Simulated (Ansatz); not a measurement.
# What RbSbS3 in P4_2/mmc, a phase reached by a soft mode distorts into

Aim: this structure of RbSbS3 in P4_2/mmc, a phase reached by a soft mode is to be tested for unstable modes, and one is followed downhill.

Main program and level: Ansatz 0.2.0; DFT PBEsol, scalar-relativistic, plane waves, PAW; PAW set soft_1.

The structure was built from a prototype and need not be the compound's stable phase.

## Step 1: The starting structure

It takes space group P4_2/mmc (No. 131, tetragonal). The conventional cell has a = 4.993 Å, b = 4.993 Å, c = 10.418 Å, α = 90.00°, β = 90.00°, γ = 90.00°. Rb has 12 S at 3.20 to 4.06 Å nearest. Sb has 6 S at 2.57 to 2.60 Å nearest. Nearest to S lie 2 Sb at 2.60 Å and 4 Rb at 3.53 Å. Nearest to S lie 2 Sb at 2.57 Å and 4 Rb at 3.20 to 4.06 Å. Farther neighbours and most contacts between anions are not listed.

## Step 2: Linear response at the zone centre

This phase was reached earlier by freezing in an unstable mode of a structure of higher symmetry and relaxing. Its zone-centre modes can show that it is still unstable.

The input, input.yaml:

```yaml
crystal:
  lattice:
    - [4.9931665696, 0.0, 0.0]
    - [0.0, 4.9931665696, 0.0]
    - [0.0, 0.0, 10.4183272657]
  atoms:
    - { symbol: Rb, position: [0.0, 0.0, 0.0] }
    - { symbol: Rb, position: [0.0, 0.0, 0.5] }
    - { symbol: Sb, position: [0.5, 0.5, 0.25] }
    - { symbol: Sb, position: [0.5, 0.5, 0.75] }
    - { symbol: S, position: [0.5, 0.5, 0.5] }
    - { symbol: S, position: [0.5, 0.5, 0.0] }
    - { symbol: S, position: [0.5, 0.0, 0.1925476471] }
    - { symbol: S, position: [0.5, 0.0, 0.8074523529] }
    - { symbol: S, position: [0.0, 0.5, 0.3074523529] }
    - { symbol: S, position: [0.0, 0.5, 0.6925476471] }
kpoints:
  mp_grid: { grid: [8, 8, 4] }
hamiltonian:
  xc: pbesol
  pseudopotentials: { kind: paw, azcp: { folder: soft_1 }, xc_functional: pbe }
scf:
  occupations: { method: methfessel_paxton, width: 0.2 }
output:
  eigenvalues: true
phonons:
  method: dfpt
```

The run is started by

```bash
$ ansatz run input.yaml --threads 8 --pin off --max-ram 16384MiB --backend cpu --events-out ev --progress --plain --runs-dir out
```

Numbers of over 12 decimals in the logs are rounded to 6 here.

Output:

```text
zone centre: on kpoints.mp_grid the ground state, and the responses unless they are solved on pairs of k-points, stand on 75 of the mesh's 256 k-points, reduced under 4 symmetry operations, with k and −k counted as one. Each operation leaves every solved displacement unchanged or reverses it
Engine: ansatz 0.2.0, aarch64-unknown-linux-gnu
Pseudopotentials: kind: paw
Pseudopotential: Rb, paw, valence charge 9, recommended cutoff 420 eV (normal), soft_1/Rb.paw.azcp
Pseudopotential: Sb, paw, valence charge 15, recommended cutoff 420 eV (normal), soft_1/Sb.paw.azcp
Pseudopotential: S, paw, valence charge 6, recommended cutoff 420 eV (normal), soft_1/S.paw.azcp
Functional definition: PBEsol
  exchange = pbesol_x
  correlation = pbesol_c
Crystal: 10 atoms, lattice volume = 259.747 Å³
Basis set: ecut = 420 eV, 5103 PW (Γ), exchange–correlation on 72×72×144 points (8 copies of the dense FFT grid, shifted against one another)
Bands: 52, of which v1, the nominal top of the filled ones, is band 42 counted from 1 (41 counted from 0)
Symmetry: 16 space group operations
k-points: 75 of 256 (irreducible under 4 space group operations, time reversal used)
Non-local potential: Rb, projectors of the file, l = 0: 3, l = 1: 2, l = 2: 2
Non-local potential: Sb, projectors of the file, l = 0: 2, l = 1: 2, l = 2: 2, l = 3: 1
Non-local potential: S, projectors of the file, l = 0: 2, l = 1: 2, l = 2: 1
PAW form: soft (Blöchl's): semilocal exchange-correlation on the pseudo side does not see the compensation charge
PAW frozen core: Rb, regenerated for the run's functional, and the local potential with it (the file was generated under x = pbe(κ = 0.804, μ = 0.219515), c = pbe(β = 0.066725))
PAW frozen core: Sb, regenerated for the run's functional, and the local potential with it (the file was generated under x = pbe(κ = 0.804, μ = 0.219515), c = pbe(β = 0.066725))
PAW frozen core: S, regenerated for the run's functional, and the local potential with it (the file was generated under x = pbe(κ = 0.804, μ = 0.219515), c = pbe(β = 0.066725))
PAW one-centre angular grid: Rb, 110 points (default); XC on 64 Gauss nodes
PAW one-centre angular grid: Sb, 590 points (default); XC on 64 Gauss nodes
PAW one-centre angular grid: S, 110 points (default); XC on 64 Gauss nodes
Initial density: superposition of atomic densities (chi_scale 0.1, normalization cell, long waves kept (reshape's long-wave potential 0.00 eV rms))
Initial wavefunctions: pseudopotential atomic-orbital guess
Functional: x = pbesol(κ = 0.804, μ = 0.123457), c = pbesol(β = 0.046)
SCF iter   1: F=—  HF=-24566.224276 eV  |F-HF|=—  |Δ(HF+E_count)|=         —  Δρ=3.44e-2  dr2=8.20e0  ethr=3.10e-3  ⟨swp⟩=10.0  Hψ=19613  notcnv=0
preconditioner: auto → Kerker (q_TF=auto, 2.260 Å⁻¹)  [metal: Δε(μ)=0.003 eV  Ē_g=10.280 eV  σ=0.200 eV  W_gap=0.01  n_scr=54 (ndim 8)  ℏωp=17.8 eV  f_vac=0.000  D(μ)=4.33/eV (n_scr^D=16)]
SCF iter   2: F=—  HF=-24564.611943 eV  |F-HF|=—  |Δ(HF+E_count)|=    1.61e0  S|Δr|=    0.00e0  Δρ=2.18e-2  dr2=4.06e0  ethr=3.10e-3  ⟨swp⟩=3.0  Hψ=5301  notcnv=0  defer=248
SCF iter   3: F=—  HF=-24563.100562 eV  |F-HF|=—  |Δ(HF+E_count)|=    1.51e0  S|Δr|=    0.00e0  Δρ=7.00e-3  dr2=2.73e-1  ethr=3.10e-3  ⟨swp⟩=4.2  Hψ=8257  notcnv=0  defer=253
SCF iter   4: F=—  HF=-24563.020239 eV  |F-HF|=—  |Δ(HF+E_count)|=   8.03e-2  S|Δr|=    0.00e0  Δρ=2.27e-3  dr2=4.17e-2  ethr=3.24e-4  ⟨swp⟩=2.6  Hψ=5676  notcnv=0  defer=237
SCF iter   5: F=—  HF=-24563.009869 eV  |F-HF|=—  |Δ(HF+E_count)|=   1.04e-2  S|Δr|=    0.00e0  Δρ=8.30e-4  dr2=3.92e-3  ethr=4.97e-5  ⟨swp⟩=2.0  Hψ=5456  notcnv=0  defer=237
SCF iter   6: F=—  HF=-24563.010482 eV  |F-HF|=—  |Δ(HF+E_count)|=   6.13e-4  S|Δr|=    0.00e0  Δρ=3.02e-4  dr2=4.05e-4  ethr=4.67e-6  ⟨swp⟩=2.9  Hψ=7680  notcnv=0  defer=237
SCF iter   7: F=—  HF=-24563.010538 eV  |F-HF|=—  |Δ(HF+E_count)|=   5.57e-5  S|Δr|=    0.00e0  Δρ=8.36e-5  dr2=4.99e-5  ethr=4.82e-7  ⟨swp⟩=2.0  Hψ=6748  notcnv=0  defer=237
SCF iter   8: F=—  HF=-24563.010555 eV  |F-HF|=—  |Δ(HF+E_count)|=   1.71e-5  S|Δr|=    0.00e0  Δρ=3.97e-5  dr2=1.21e-5  ethr=5.94e-8  ⟨swp⟩=2.1  Hψ=5290  notcnv=0  defer=237
SCF iter   9: F=—  HF=-24563.010563 eV  |F-HF|=—  |Δ(HF+E_count)|=   8.44e-6  S|Δr|=    0.00e0  Δρ=1.26e-5  dr2=1.12e-6  ethr=1.44e-8  ⟨swp⟩=2.0  Hψ=5330  notcnv=0  defer=237
SCF iter  10: F=—  HF=-24563.010683 eV  |F-HF|=—  |Δ(HF+E_count)|=   1.19e-4  S|Δr|=    0.00e0  Δρ=3.88e-6  dr2=6.52e-8  ethr=1.33e-9  ⟨swp⟩=2.3  Hψ=6048  notcnv=0  defer=242
SCF iter  11: F=—  HF=-24563.010683 eV  |F-HF|=—  |Δ(HF+E_count)|=   8.47e-8  S|Δr|=    0.00e0  Δρ=1.23e-6  dr2=1.14e-8  ethr=7.76e-11  ⟨swp⟩=2.0  Hψ=5711  notcnv=0  defer=242
SCF iter  12: F=—  HF=-24563.010683 eV  |F-HF|=—  |Δ(HF+E_count)|=   8.59e-9  S|Δr|=    0.00e0  Δρ=4.94e-7  dr2=2.25e-9  ethr=1.36e-11  ⟨swp⟩=2.0  Hψ=5437  notcnv=0  defer=242
SCF iter  13: F=—  HF=-24563.010683 eV  |F-HF|=—  |Δ(HF+E_count)|=  7.93e-10  S|Δr|=    0.00e0  Δρ=1.77e-7  dr2=2.45e-10  ethr=2.68e-12  ⟨swp⟩=2.0  Hψ=5389  notcnv=0  defer=242
SCF iter  14: F=-24563.010683 eV  HF=-24563.010683 eV  |F-HF|=7.28e-12  |Δ(HF+E_count)|=  2.55e-11  S|Δr|=    0.00e0  Δρ=5.07e-8  dr2=8.16e-12  ethr=1.00e-12  ⟨swp⟩=18.1  Hψ=29863  notcnv=0
SCF 1 converged in 14 iterations: F = -24563.010683 eV  dr2 = 8.16e-12
  greatest PAW one-centre occupation: 0.997 electrons in one spin orbital (limit 2), on the Sb atom at site 3 (counted from 0), in its partial waves of l = 2
DFPT response loops at Γ: preconditioner auto → Kerker (q_TF=auto, 2.260 Å⁻¹) (partly filled bands, converged f_vac=0.024); β = 1.00, the filter's whole step (`scf.mixing.beta` (0.50) is not read by the response loops under this deck's `scf.mixing.preconditioner`; to damp them name `kerker` or `kerker_dos`, under which they read `scf.mixing.beta`, and type it under 1.00, their step now; both keys bind the ground state too); Broyden in place of MSR1
SCF converged after 14 iterations
Stability not checked: this state was not tested for a lower state beside it, because cold or Methfessel-Paxton smearing, or corrected tetrahedra, fill the levels in a way that the test cannot read (fill_not_monotonic; see scf.lower_state_search)
Free energy (F): -24563.010683 eV
Harris-Foulkes:  -24563.010683 eV  (|F-HF|=7.28e-12)
Internal energy: -24563.013652 eV  (E = F + TS)
E sigma→0 (E₀):  -24563.011425 eV
Entropy (-TS):   0.002969 eV (0.297 meV/atom)
Fermi energy:    5.532504 eV
Step filling:    the computed levels leave a gap of 0.0000 eV = 0.0 smearing widths at the electron count; against every level under it full and every level over it empty, smearing changes F+E_penalty+E_count by +2.136 meV and its σ→0 estimate by +1.394 meV
--- Per-component energies (eV) ---
  E_band       = -575.442592
  E_kinetic    = 1316.646938
  E_local      = -5759.836035  (includes V_loc(G=0)·N_el)
  E_nonlocal   = 1370.637713
  E_hartree    = 2141.454089
  E_xc         = -967.988135
  E_vxc        = -931.722579  (∫ρ·V_xc dr)
  E_paw        = -17635.820047  (= ΣΔE_a)
  E_vpaw       = -854.077004  (= ΣTr[D̂ρ^β])
  E_aug_tail   = 0.000226  (compensation charges beyond the density's cutoff)
  E_ewald      = -5029.391149
  E_core_change = 1.282749  (= ΣΔE_core)
  E_smearing   = 0.002969  (= −TS)
  E_closure    = -0.000000  (closes the sum)
  Σ components = -24563.010683   (vs F -24563.010683, Δ=0.00e0)
--- Band table (eV; the first three rows and the last of 75) ---
  k-point 0: bands = [... 38 lower, 4.8242, 4.8242, 5.1183, 5.2589, 5.2589, 6.5661, 6.9540, 9.8002, ... 6 higher]
  k-point 1: bands = [... 38 lower, 4.9383, 4.9383, 5.1794, 5.2120, 5.2120, 5.8521, 8.1599, 9.9630, ... 6 higher]
  k-point 2: bands = [... 38 lower, 5.0926, 5.0926, 5.0930, 5.0930, 5.4038, 5.4038, 9.6696, 9.6696, ... 6 higher]
  k-point 74: bands = [... 38 lower, 4.9771, 4.9771, 5.4369, 5.4369, 7.1971, 7.1971, 7.8657, 7.8657, ... 6 higher]
--- Phonons (Γ-DFPT): 11 representative perturbations + reference, on 75 of 256 k-points (Σ response iterations 33) ---
  k mesh reduced under 4 symmetry operations, with k and −k counted as one. Each operation leaves every solved displacement unchanged or reverses it
  ASR residual: 8.035e-5 → 0.000e0 eV/Å²; symmetrization residual: 7.687e-6 eV/Å²
  ASR residual per site (eV/Å²): 8.03e-5 8.03e-5 4.98e-5 4.98e-5 3.79e-5 3.79e-5 1.37e-5 1.37e-5 1.37e-5 1.37e-5
  Γ frequencies (cm⁻¹): -54.17 -54.17 -18.03 -18.03 0.00 0.00 0.00 12.49 25.32 25.32 62.57 62.57 73.24 82.63 82.63 105.55 105.55 116.95 128.27 133.45 148.25 148.25 155.85 157.09 177.92 194.07 194.07 211.61 211.81 211.81
  non-analytic LO–TO correction: not included (Born effective charges unavailable; polar crystals: no LO–TO splitting at Γ)
```

Wall time 2.3 min (8 threads of Arm Neoverse V2, shared host); peak memory 3.4 GiB; 18 min of CPU time.

This step gave:

```yaml
volume_per_atom: 25.97 Å³
gap_on_the_k_mesh: 0 eV
sum_rule_residual_before_enforcement: 8.03e-5 eV/Å²
point_group: 4/mmm
highest_optical_mode_at_the_zone_centre_no_lo_to_term: 211.8 cm⁻¹
lowest_optical_zone_centre_mode: -54.17 cm⁻¹
```

Patterns of degenerate modes are one choice out of their space. The modes at Γ (shares of kinetic energy by element, %) (negative means imaginary):

| mode | frequency (cm⁻¹) | symmetry | Rb % | Sb % | S % |
| --- | --- | --- | --- | --- | --- |
| 1 | -54.2 | Eu | 22 | 16 | 62 |
| 2 | -54.2 | Eu | 22 | 16 | 62 |
| 3 | -18.0 | Eu | 30 | 31 | 39 |
| 4 | -18.0 | Eu | 30 | 31 | 39 |
| 5 | 0.0 | acoustic | 28 | 40 | 32 |
| 6 | 0.0 | acoustic | 28 | 40 | 32 |
| 7 | 0.0 | acoustic | 28 | 40 | 32 |
| 8 | 12.5 | B2u | 60 | 0 | 40 |
| 9 | 25.3 | Eg | 0 | 91 | 9 |
| 10 | 25.3 | Eg | 0 | 91 | 9 |
| 11 | 62.6 | Eu | 60 | 5 | 35 |
| 12 | 62.6 | Eu | 60 | 5 | 35 |
| 13 | 73.2 | A2u | 49 | 48 | 3 |
| 14 | 82.6 | Eg | 0 | 2 | 98 |
| 15 | 82.6 | Eg | 0 | 2 | 98 |
| 16 | 105.5 | Eu | 13 | 0 | 87 |
| 17 | 105.5 | Eu | 13 | 0 | 87 |
| 18 | 117.0 | A2u | 19 | 12 | 69 |
| 19 | 128.3 | B2u | 40 | 0 | 60 |
| 20 | 133.4 | B1g | 0 | 48 | 52 |
| 21 | 148.2 | Eu | 45 | 1 | 54 |
| 22 | 148.2 | Eu | 45 | 1 | 54 |
| 23 | 155.8 | A1g | 0 | 0 | 100 |
| 24 | 157.1 | A2u | 4 | 0 | 96 |
| 25 | 177.9 | B1g | 0 | 52 | 48 |
| 26 | 194.1 | Eg | 0 | 7 | 93 |
| 27 | 194.1 | Eg | 0 | 7 | 93 |
| 28 | 211.6 | B2u | 0 | 0 | 100 |
| 29 | 211.8 | Eu | 2 | 7 | 90 |
| 30 | 211.8 | Eu | 2 | 7 | 90 |

Displacements in mode 1 (-54.2 cm⁻¹), the largest set to 1:
```
Rb1  0.00  0.36  0.00
Rb2 -0.01 -0.06  0.00
Sb3  0.00 -0.19  0.00
Sb4  0.00 -0.19  0.00
S5  -0.02 -0.10  0.00
S6   0.00  1.00  0.00
S7   0.00 -0.08  0.00
S8   0.00 -0.08  0.00
S9   0.00 -0.06  0.00
S10  0.00 -0.06  0.00
```

Displacements in mode 8 (12.5 cm⁻¹), the largest set to 1:
```
Rb1  0.00  0.00 -1.00
Rb2  0.00  0.00  1.00
Sb3  0.00  0.00  0.00
Sb4  0.00  0.00  0.00
S5   0.00  0.00 -0.16
S6   0.00  0.00  0.16
S7   0.00  0.00 -0.93
S8   0.00  0.00 -0.93
S9   0.00  0.00  0.93
S10  0.00  0.00  0.93
```

Before it was imposed, the acoustic sum rule was missed by 8.0e-5 eV/Å². Small misses are needed for a sound result but don't prove that mesh and cutoff are converged. The lowest optical mode is imaginary, 54.2i cm⁻¹, so the energy falls along it.

## Step 3: The mode frozen in, largest atomic shift 0 Å

The mode followed lies at Γ with frequency 54.2i cm⁻¹ and is 2-fold degenerate, the softest among the wavevectors solved. At small amplitude the distorted cell has space group no. 25 by a symmetry search on the positions. The undistorted cell that holds it gives the zero of energy on the same k mesh.

input.yaml: that of step 2 with these lines changed.

```diff
@@ -24,4 +24,4 @@
 output:
+  forces: true
+  stress: true
   eigenvalues: true
-phonons:
-  method: dfpt
```

Output:

```text
[...]
Crystal: 10 atoms, lattice volume = 259.747 Å³
Basis set: ecut = 420 eV, 5103 PW (Γ), exchange–correlation on 72×72×144 points (8 copies of the dense FFT grid, shifted against one another)
Bands: 52, of which v1, the nominal top of the filled ones, is band 42 counted from 1 (41 counted from 0)
Symmetry: 16 space group operations
[...]
k-points: 45 of 256
[...]
k-point 0: bands = [... 38 lower, 4.8243, 4.8243, 5.1184, 5.2590, 5.2590, 6.5661, 6.9540, 9.8002, ... 6 higher]
  k-point 1: bands = [... 38 lower, 4.9384, 4.9384, 5.1794, 5.2121, 5.2121, 5.8522, 8.1599, 9.9630, ... 6 higher]
  k-point 2: bands = [... 38 lower, 5.0926, 5.0926, 5.0931, 5.0931, 5.4038, 5.4038, 9.6697, 9.6697, ... 6 higher]
  k-point 44: bands = [... 38 lower, 4.9772, 4.9772, 5.4370, 5.4370, 7.1971, 7.1971, 7.8657, 7.8657, ... 6 higher]
[key lines of the parts left out:]
SCF converged after 10 iterations
Free energy (F): -24563.010683 eV
Fermi energy:    5.532557 eV
P = ⅓ Tr σ = 0.0069 GPa (0.069 kbar)
```

Run time: 4.5 s. Hardware: 8 threads; peak memory 1.1 GiB; 34 s of CPU time.

Numbers from this step:

* pressure: 0.006866 GPa
* energy from the undistorted cell: 0 meV/atom

The run ends at a pressure of 0.01 GPa, with forces up to 1.4e-4 eV/Å.

## Step 4: The mode frozen in, largest atomic shift 0.32 Å

The atoms are moved along the unstable eigenvector, the largest shift by 0.32 Å, with the cell fixed.

input.yaml, the sections that differ from step 3:

```yaml
crystal:
  lattice:
    - [4.9931665696, 0.0, 0.0]
    - [0.0, 4.9931665696, 0.0]
    - [0.0, 0.0, 10.4183272657]
  atoms:
    - { symbol: Rb, position: [0.0041283949, 0.0, 0.0] }
    - { symbol: Rb, position: [-0.0231207371, 0.0, 0.5] }
    - { symbol: Sb, position: [0.511974409, 0.5, 0.25] }
    - { symbol: Sb, position: [0.511974409, 0.5, 0.75] }
    - { symbol: S, position: [0.4359124124, 0.5, 0.5] }
    - { symbol: S, position: [0.5062585526, 0.5, 0.0] }
    - { symbol: S, position: [0.5039187448, 0.0, 0.1925476471] }
    - { symbol: S, position: [0.5039187448, 0.0, 0.8074523529] }
    - { symbol: S, position: [0.0048339763, 0.5, 0.3074523529] }
    - { symbol: S, position: [0.0048339763, 0.5, 0.6925476471] }
# kpoints, hamiltonian, scf, output: as in step 3
```

Output:

```text
[...]
Crystal: 10 atoms, lattice volume = 259.747 Å³
Basis set: ecut = 420 eV, 5103 PW (Γ), exchange–correlation on 72×72×144 points (8 copies of the dense FFT grid, shifted against one another)
Bands: 52, of which v1, the nominal top of the filled ones, is band 42 counted from 1 (41 counted from 0)
Symmetry: 4 space group operations
[...]
k-point 0: bands = [... 38 lower, 4.8228, 4.8266, 5.1619, 5.2422, 5.2772, 6.5970, 7.1954, 9.7886, ... 6 higher]
  k-point 1: bands = [... 38 lower, 4.9497, 4.9606, 5.2146, 5.2280, 5.2322, 5.9732, 8.1891, 9.9461, ... 6 higher]
  k-point 2: bands = [... 38 lower, 5.1066, 5.1150, 5.1192, 5.1285, 5.4669, 5.4854, 9.3334, 9.7481, ... 6 higher]
  k-point 74: bands = [... 38 lower, 5.0057, 5.0534, 5.4391, 5.4694, 7.1954, 7.2461, 7.8727, 7.8775, ... 6 higher]
[key lines of the parts left out:]
SCF converged after 12 iterations
Free energy (F): -24563.028584 eV
Fermi energy:    5.563429 eV
P = ⅓ Tr σ = 0.0491 GPa (0.491 kbar)
```

Run time: 12 s. Hardware: 8 threads; peak memory 1.2 GiB; 94 s of CPU time.

This step gave:

- pressure: 0.04910 GPa
- energy from the undistorted cell: -1.745 meV/atom

The energy, extrapolated to zero smearing, is -1.75 meV/atom against the undistorted cell.

The run ends at a pressure of 0.05 GPa, with forces up to 0.11 eV/Å.

## Step 5: Energy along the mode, all amplitudes (two of the runs are shown above)

An imaginary frequency means negative curvature, so the energy should fall and then rise again as anharmonic terms take over.

Numbers from this step:

| Quantity | Value |
| --- | --- |
| depth at the lowest point sampled | 1.745 meV/atom |
| largest atomic shift at that point | 0.32 Å |

Table of energy from the parent by largest atomic shift:

| largest atomic shift (Å) | energy from the parent (meV/atom) |
| --- | --- |
| 0.000 | 0 |
| 0.040 | -0.046 |
| 0.080 | -0.178 |
| 0.140 | -0.511 |
| 0.220 | -1.09 |
| 0.320 | -1.75 |
| 0.450 | -1.74 |
| 0.600 | 0.758 |

Displacement at unit largest shift by atom:

| atom | x (Å) | y (Å) | z (Å) | size |
| --- | --- | --- | --- | --- |
| Rb1 | 0.06 | 0.00 | 0.00 | 0.06 |
| Rb2 | -0.36 | 0.00 | 0.00 | 0.36 |
| Sb3 | 0.19 | 0.00 | 0.00 | 0.19 |
| Sb4 | 0.19 | 0.00 | 0.00 | 0.19 |
| S5 | -1.00 | 0.00 | 0.00 | 1.00 |
| S6 | 0.10 | 0.00 | 0.00 | 0.10 |
| S7 | 0.06 | 0.00 | 0.00 | 0.06 |
| S8 | 0.06 | 0.00 | 0.00 | 0.06 |
| S9 | 0.07 | 0.00 | 0.00 | 0.07 |
| S10 | 0.07 | 0.00 | 0.00 | 0.07 |

The lowest of the steps tried is at 0.32 Å, 1.75 meV/atom below the parent; the bottom of the well need not coincide with a step.

(Part 1 of 3 ends here.)

[Logs are printed without paths, hosts, clocks, repeated set-up lines and the standing remarks that a program may print on its own settings, such as how far it seeks lower states.]

[Hosts, paths, dates, database ids (printed as entryN), source tags and the programs' standing remarks are cut or masked in the printed files.]
